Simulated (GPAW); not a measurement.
## Optical response of Ba3SnS (model structure)

Aim: the dielectric function of Ba3SnS (model structure), and the optical constants that follow from it. The cell was made here by substitution or stacking, whether or not such a phase is known. It was built so: All O replaced by S and Pb replaced by Sn in the Pm-3m structure of Ba3PbO. The cell given below was relaxed beforehand with Ansatz.

Method: DFT, revPBE, plane-wave PAW (GPAW data sets), scalar-relativistic, RPA, optical limit, in GPAW 26.7.0.

**1. The structure**

Symmetry: Pm-3m, No. 221, cubic system. Conventional cell: a = 6.057 Å, b = 6.057 Å, c = 6.057 Å, α = 90.00°, β = 90.00°, γ = 90.00°. Nearest to Ba lie 2 S at 3.03 Å. Nearest to Sn lie 12 Ba at 4.28 Å. Nearest to S lie 6 Ba at 3.03 Å. All O replaced by S and Pb replaced by Sn in the Pm-3m structure of Ba3PbO. Farther neighbours and most contacts between anions are not listed.

As a file:

```cif
data_structure
_symmetry_space_group_name_H-M 'P 1'
_symmetry_Int_Tables_number 1
_cell_length_a 6.0574
_cell_length_b 6.0574
_cell_length_c 6.0574
_cell_angle_alpha 90.000
_cell_angle_beta 90.000
_cell_angle_gamma 90.000
_cell_volume 222.26
loop_
_atom_site_label
_atom_site_type_symbol
_atom_site_fract_x
_atom_site_fract_y
_atom_site_fract_z
_atom_site_occupancy
Ba1 Ba 0.50000 0.50000 0.00000 1
Ba2 Ba 0.50000 0.00000 0.50000 1
Ba3 Ba 0.00000 0.50000 0.50000 1
Sn4 Sn 0.00000 0.00000 0.00000 1
S5 S 0.50000 0.50000 0.50000 1
```

**2. Ground state**

First the ground state: is it a metal or has it a gap?

This step: DFT, revPBE, plane-wave PAW (GPAW data sets), scalar-relativistic, ground state (GPAW 26.7.0).

gs.py

```python
from ase import Atoms
from ase.dft.bandgap import bandgap
from gpaw import GPAW, PW, FermiDirac

atoms = Atoms(['Ba', 'Ba', 'Ba', 'Sn', 'S'],
              cell=[[6.05739330, 0.00000000, 0.00000000],
                    [0.00000000, 6.05739330, 0.00000000],
                    [0.00000000, 0.00000000, 6.05739330]],
              scaled_positions=[[0.50000000, 0.50000000, 1.00000000],
                                [0.50000000, 1.00000000, 0.50000000],
                                [0.00000000, 0.50000000, 0.50000000],
                                [1.00000000, 0.00000000, 1.00000000],
                                [0.50000000, 0.50000000, 0.50000000]],
              pbc=[True, True, True])
atoms.calc = GPAW(mode=PW(400), xc='revPBE', kpts={'size': (4, 4, 4), 'gamma': True},
                  occupations=FermiDirac(0.05), maxiter=150, txt='gs.txt')
print('energy (eV)', atoms.get_potential_energy())
print('Fermi level (eV)', atoms.calc.get_fermi_level())
print('valence electrons', atoms.calc.get_number_of_electrons())
print('gap (eV)', bandgap(atoms.calc, output=None)[0])
print('direct gap (eV)', bandgap(atoms.calc, direct=True, output=None)[0])
atoms.calc.write('gs.gpw')
```

On the command line:

```sh
OMP_NUM_THREADS=1 python gs.py
```

Numbers of over 12 decimals in the logs are rounded to 6 here.

The log of the run:

```text
__  _  _
 | _ |_)|_||  |
 |__||  | ||/\| - 26.7.0

Versions:
  Python: 3.12.14
  ASE:    3.29.0
  Numpy:  2.5.5
  Scipy:  1.18.1
  Libxc:  7.0.0

Input parameters:
  mode=PW(ecut=400.0),
  kpts=MonkhorstPack(size=(4, 4, 4), gamma=True),
  maxiter=150,
  occupations=Occupations(name='fermi-dirac', width=0.05, fixmagmom=False),
  xc=XC(name='revPBE')

Diagonalizing LCAO Hamiltonian
Converting LCAO to pw mode
     .--------------.
    /|              |
   / |              |
  /  |              |
 *   |              |
 |   |              |
 | Ba|    S         |
 |   .--------------.
 |  /   Ba         /
 | /      Ba      /
 |/              /
 Sn-------------*

Atoms  # Å, Bohr magnetons
|   | symbol |        x |        y |        z |    initial magnetic moments |
| 0 |     Ba | 3.028697 | 3.028697 | 6.057393 | ( 0.0000,  0.0000,  0.0000) |
| 1 |     Ba | 3.028697 | 6.057393 | 3.028697 | ( 0.0000,  0.0000,  0.0000) |
| 2 |     Ba | 0.000000 | 3.028697 | 3.028697 | ( 0.0000,  0.0000,  0.0000) |
| 3 |     Sn | 6.057393 | 0.000000 | 6.057393 | ( 0.0000,  0.0000,  0.0000) |
| 4 |      S | 3.028697 | 3.028697 | 3.028697 | ( 0.0000,  0.0000,  0.0000) |

Unit cell  # Å
| periodic |        x |        y |        z |  lengths |    angles |
|      yes | 6.057393 | 0.000000 | 0.000000 | 6.057393 | 90.000000 |
|      yes | 0.000000 | 6.057393 | 0.000000 | 6.057393 | 90.000000 |
|      yes | 0.000000 | 0.000000 | 6.057393 | 6.057393 | 90.000000 |

Number of symmetries: 48
Symmetry operations  # r_c * U_cc + t_c -> r_c
|    | kind |            matrix            |
|  0 |  E   |  1, 0, 0,  0, 1, 0,  0, 0, 1 |
|  1 |  σ   |  1, 0, 0,  0, 1, 0,  0, 0,-1 |
|  2 |  σ   |  1, 0, 0,  0, 0, 1,  0, 1, 0 |
|  3 |  C4  |  1, 0, 0,  0, 0, 1,  0,-1, 0 |
|  4 |  C4  |  1, 0, 0,  0, 0,-1,  0, 1, 0 |
|  5 |  σ   |  1, 0, 0,  0, 0,-1,  0,-1, 0 |
|  6 |  σ   |  1, 0, 0,  0,-1, 0,  0, 0, 1 |
|  7 |  C2  |  1, 0, 0,  0,-1, 0,  0, 0,-1 |
|  8 |  σ   |  0, 1, 0,  1, 0, 0,  0, 0, 1 |
|  9 |  C2  |  0, 1, 0,  1, 0, 0,  0, 0,-1 |
| 10 |  C3  |  0, 1, 0,  0, 0, 1,  1, 0, 0 |
| 11 |  S6  |  0, 1, 0,  0, 0, 1, -1, 0, 0 |
| 12 |  S6  |  0, 1, 0,  0, 0,-1,  1, 0, 0 |
| 13 |  C3  |  0, 1, 0,  0, 0,-1, -1, 0, 0 |
| 14 |  C4  |  0, 1, 0, -1, 0, 0,  0, 0, 1 |
| 15 |  S4  |  0, 1, 0, -1, 0, 0,  0, 0,-1 |
| 16 |  C3  |  0, 0, 1,  1, 0, 0,  0, 1, 0 |
| 17 |  S6  |  0, 0, 1,  1, 0, 0,  0,-1, 0 |
| 18 |  σ   |  0, 0, 1,  0, 1, 0,  1, 0, 0 |
| 19 |  C4  |  0, 0, 1,  0, 1, 0, -1, 0, 0 |
| 20 |  C2  |  0, 0, 1,  0,-1, 0,  1, 0, 0 |
| 21 |  S4  |  0, 0, 1,  0,-1, 0, -1, 0, 0 |
| 22 |  S6  |  0, 0, 1, -1, 0, 0,  0, 1, 0 |
| 23 |  C3  |  0, 0, 1, -1, 0, 0,  0,-1, 0 |
| 24 |  S6  |  0, 0,-1,  1, 0, 0,  0, 1, 0 |
| 25 |  C3  |  0, 0,-1,  1, 0, 0,  0,-1, 0 |
| 26 |  C4  |  0, 0,-1,  0, 1, 0,  1, 0, 0 |
| 27 |  σ   |  0, 0,-1,  0, 1, 0, -1, 0, 0 |
| 28 |  S4  |  0, 0,-1,  0,-1, 0,  1, 0, 0 |
| 29 |  C2  |  0, 0,-1,  0,-1, 0, -1, 0, 0 |
| 30 |  C3  |  0, 0,-1, -1, 0, 0,  0, 1, 0 |
| 31 |  S6  |  0, 0,-1, -1, 0, 0,  0,-1, 0 |
| 32 |  C4  |  0,-1, 0,  1, 0, 0,  0, 0, 1 |
| 33 |  S4  |  0,-1, 0,  1, 0, 0,  0, 0,-1 |
| 34 |  S6  |  0,-1, 0,  0, 0, 1,  1, 0, 0 |
| 35 |  C3  |  0,-1, 0,  0, 0, 1, -1, 0, 0 |
| 36 |  C3  |  0,-1, 0,  0, 0,-1,  1, 0, 0 |
| 37 |  S6  |  0,-1, 0,  0, 0,-1, -1, 0, 0 |
| 38 |  σ   |  0,-1, 0, -1, 0, 0,  0, 0, 1 |
| 39 |  C2  |  0,-1, 0, -1, 0, 0,  0, 0,-1 |
| 40 |  σ   | -1, 0, 0,  0, 1, 0,  0, 0, 1 |
| 41 |  C2  | -1, 0, 0,  0, 1, 0,  0, 0,-1 |
| 42 |  C2  | -1, 0, 0,  0, 0, 1,  0, 1, 0 |
| 43 |  S4  | -1, 0, 0,  0, 0, 1,  0,-1, 0 |
| 44 |  S4  | -1, 0, 0,  0, 0,-1,  0, 1, 0 |
| 45 |  C2  | -1, 0, 0,  0, 0,-1,  0,-1, 0 |
| 46 |  C2  | -1, 0, 0,  0,-1, 0,  0, 0, 1 |
| 47 |  i   | -1, 0, 0,  0,-1, 0,  0, 0,-1 |

BZ-sampling:
  Number of BZ points: 64
  Number of IBZ points: 10

  Monkhorst-Pack size: [4, 4, 4]
  Monkhorst-Pack shift: [0.125, 0.125, 0.125]

K-points  # in reciprocal-cell coordinates
|   |                                coordinates |     weight |
| 0 | (  0.00000000,   0.00000000,   0.00000000) | 0.01562500 |
| 1 | (  0.25000000,   0.00000000,   0.00000000) | 0.09375000 |
| 2 | (  0.25000000,   0.25000000,   0.00000000) | 0.18750000 |
| 3 | (  0.25000000,   0.25000000,   0.25000000) | 0.12500000 |
| 4 | (  0.50000000,   0.00000000,   0.00000000) | 0.04687500 |
| 5 | (  0.50000000,   0.25000000,   0.00000000) | 0.18750000 |
| 6 | (  0.50000000,   0.25000000,   0.25000000) | 0.18750000 |
| 7 | (  0.50000000,   0.50000000,   0.00000000) | 0.04687500 |
| 8 | (  0.50000000,   0.50000000,   0.25000000) | 0.09375000 |
| 9 | (  0.50000000,   0.50000000,   0.50000000) | 0.01562500 |

Plane wave coefficients: 4076
Cutoff: 400.0 eV

Spin-components: 1 (collinear spins)
Bands:           28
Projectors:      29
Spin-degeneracy: 2
Datatype:        complex128

Parallelization:
  kpt:    1
  domain: 1
  band:   1

Density:
  Valence electrons: 50.0
  Components: 1
  Grid points: [28 28 28]
  Charge: 0.0  # |e|

Potential:
  Grid points: [28 28 28]

species:
  Ba:
    name:    Barium
    id:
    Z:       56.0
    valence: 10
    core:    46
    charge:  0.0  # [|e|]
    compensation charges:
      type: gauss
      rc: 0.37  # [Å]
      lmax: 2
    cutoffs:
      filter: 2.06  # [Å]
      core: 2.33  # [Å]
    projectors
    | kind |    occ | energy [eV] | rcut [Å] |
    |   5s |  2.000 |     -33.650 |    1.164 |
    |   6s |  2.000 |      -3.191 |    1.164 |
    |   5p |  6.000 |     -18.758 |    1.164 |
    |    p |        |       0.000 |    1.164 |
    |    d |        |       0.000 |    1.164 |
    |    d |        |      27.211 |    1.164 |

    Using partial waves for Ba as LCAO basis

  Sn:
    name:    Tin
    id:
    Z:       50.0
    valence: 14
    core:    36
    charge:  0.0  # [|e|]
    compensation charges:
      type: gauss
      rc: 0.38  # [Å]
      lmax: 2
    cutoffs:
      filter: 2.23  # [Å]
      core: 2.35  # [Å]
    projectors
    | kind |    occ | energy [eV] | rcut [Å] |
    |   5s |  2.000 |     -10.469 |    1.201 |
    |   5p |  2.000 |      -3.642 |    1.270 |
    |   4d | 10.000 |     -25.826 |    1.185 |
    |    s |        |      16.742 |    1.201 |
    |    p |        |      23.569 |    1.270 |
    |    d |        |       1.385 |    1.185 |

    Using partial waves for Sn as LCAO basis

  S:
    name:    Sulfur
    id:
    Z:       16.0
    valence: 6
    core:    10
    charge:  0.0  # [|e|]
    compensation charges:
      type: gauss
      rc: 0.24  # [Å]
      lmax: 2
    cutoffs:
      filter: 1.77  # [Å]
      core: 1.66  # [Å]
    projectors
    | kind |    occ | energy [eV] | rcut [Å] |
    |   3s |  2.000 |     -17.230 |    0.974 |
    |   3p |  4.000 |      -6.978 |    0.979 |
    |    s |        |       9.981 |    0.974 |
    |    p |        |      20.234 |    0.979 |
    |    d |        |       0.000 |    0.900 |

    Using partial waves for S as LCAO basis

Reference energy: -842732.212644  # eV

eigensolver:
  PPCG
  Converge bands: occupied
  niter=2

density mixing:
  MSR1-Mixer
  Pratt-step length: 0.05
  Maximum mixing coefficient: 0.75
  Old densities: 10
  SVD Regularization: 0.005
  Good broyden scale: 1.0
  Trust region scale: 1.0
  Backstep threshold: 4.0
  History deletion threshold: 6.0
  Fourier metric: weight=20.0, sigma=0.015

occupation numbers:
  Fermi-Dirac:
    width: 0.0500  # eV

poisson solver:
  ecut: 3200.0  # eV

xc functional:
  name: revPBE with 2 nearest neighbor stencil

convergence criteria:
- Maximum [total energy] change in last 3 cyles: 0.0005 eV / valence electron
- Maximum integral of absolute [dens]ity change: 0.0001 electrons / valence electron
- Maximum integral of absolute [eigenst]ate change: 4e-08 eV^2 / valence electron
maximum number of iterations: 150

SCF iterations
|iter     |      energy | eigst |  dens |
|iter:   1||  -18.608241 | -0.30 |       |
|iter:   2||  -18.427717 | -1.78 | -1.10 |
|iter:   3||  -17.565736 | -1.41 | -1.15 |
|iter:   4||  -17.571034 | -2.50 | -1.60 |
|iter:   5||  -17.580982c| -3.25 | -1.99 |
|iter:   6||  -17.582924c| -3.87 | -2.49 |
|iter:   7||  -17.582658c| -4.80 | -2.91 |
|iter:   8||  -17.582681c| -5.48 | -3.29 |
|iter:   9||  -17.582689c| -6.67 | -3.79 |
|iter:  10||  -17.582689c| -7.38 | -4.39c|
|iter:  11||  -17.582689c| -7.89c| -5.01c|

Converged in 11 steps
SCF loop duration: 17.143 s (1.558 s/step)
Energy contributions relative to reference atoms: (reference = -842732.212644)

Energy contributions:
  Kinetic:          16.343749
  Coulomb:         -10.940786
  Zero:             -0.184262
  External:          0.000000
  Xc:              -22.799093
  Entropy:          -0.004595
  Spinorbit:         0.000000
  ----------------------------
  Free energy:     -17.584987
  Extrapolated:    -17.582689

dipole moment: (-16.267018, 16.267026, 57.060579)  # |e|*Ang

Fermi level: 5.964
Eigenvalues  # (at kpt = [0.000, 0.000, 0.000])
| band index |      eig [eV] | occ [0-2] |
|          0 |       -23.149 |     2.000 |
|        ... |               |           |
|         16 |        -8.189 |     2.000 |
|         17 |        -7.737 |     2.000 |
|         18 |        -0.354 |     2.000 |
|         19 |         2.723 |     2.000 |
|         20 |         2.723 |     2.000 |
|         21 |         2.723 |     2.000 |
|         22 |         5.833 |     1.866 |
|         23 |         5.833 |     1.866 |
|         24 |         5.996 |     0.695 |
|         25 |         5.996 |     0.695 |
|         26 |         5.996 |     0.695 |
|         27 |         6.129 |     0.072 |

No gap
No difference between direct/indirect transitions

--- standard output ---
energy (eV) -17.582689
Fermi level (eV) 5.964330
valence electrons 50.0
gap (eV) 0.0
direct gap (eV) 0.0
```

Run time: 19 s. Hardware: 1 thread of Arm Neoverse V2, shared host; peak memory 0.19 GiB.

This step gave:

```
energy       : -17.58 eV
Fermi energy : 5.964 eV
electrons    : 50
```

There are states at the Fermi level within the smearing, so the occupations stay smeared and the carriers get a Drude term.

**3. Bands for the response**

At the fixed density, many empty bands are solved on the mesh of the response, since the spectrum sums over them.

This step: DFT, revPBE, plane-wave PAW (GPAW data sets), scalar-relativistic, bands at fixed density (GPAW 26.7.0).

nscf.py

```python
from ase.dft.bandgap import bandgap
from gpaw import GPAW, FermiDirac

calc = GPAW('gs.gpw').fixed_density(kpts={'size': (6, 6, 6), 'gamma': True}, nbands=55, convergence={'bands': 49},
                                    occupations=FermiDirac(0.05), txt='nscf.txt')
print('gap (eV)', bandgap(calc, output=None)[0])
print('direct gap (eV)', bandgap(calc, direct=True, output=None)[0])
calc.write('full.gpw', mode='all')
```

On the command line:

```sh
OMP_NUM_THREADS=1 python nscf.py
```

The log of the run:

```text
Diagonalizing LCAO Hamiltonian
Converting LCAO to pw mode
convergence criteria:
- Maximum integral of absolute [eigenst]ate change: 4e-08 eV^2 / valence electron
maximum number of iterations: 150

SCF iterations
|iter     |      energy | eigst |  dens |
|iter:   1||             | +2.95 |       |
|iter:   2||             | +1.76 |       |
|iter:   3||             | +0.98 |       |
|iter:   4||             | -0.10 |       |
|iter:   5||             | -0.95 |       |
|iter:   6||             | -1.88 |       |
|iter:   7||             | -2.59 |       |
|iter:   8||             | -3.43 |       |
|iter:   9||             | -4.12 |       |
|iter:  10||             | -4.90 |       |
|iter:  11||             | -5.53 |       |
|iter:  12||             | -6.23 |       |
|iter:  13||             | -6.81 |       |
|iter:  14||             | -7.34 |       |
|iter:  15||             | -7.80c|       |
SCF steps: 15
  __  _  _
 | _ |_)|_||  |
 |__||  | ||/\| - 26.7.0

Versions:
  Python: 3.12.14
  ASE:    3.29.0
  Numpy:  2.5.5
  Scipy:  1.18.1
  Libxc:  7.0.0

Input parameters:
  mode=PW(ecut=400.0),
  convergence={'bands': 49},
  gpts=array([28, 28, 28]),
  kpts=MonkhorstPack(size=(6, 6, 6), gamma=True),
  maxiter=150,
  nbands=55,
  occupations=Occupations(name='fermi-dirac', width=0.05, fixmagmom=False),
  parallel={},
  xc=XC(name='revPBE')

--- standard output ---
gap (eV) 0.0
direct gap (eV) 0.0
```

It took 82 s on 1 thread; peak memory 0.28 GiB.

(Continued in part 2 of 2.)

[Machine, clock and banner lines and Python warnings are left out of the logs.]

[Logs are printed without paths, hosts, clocks, repeated set-up lines and the standing remarks that a program may print on its own settings, such as how far it seeks lower states.]

[Hosts, paths, dates, database ids (printed as entryN), source tags and the programs' standing remarks are cut or masked in the printed files.]
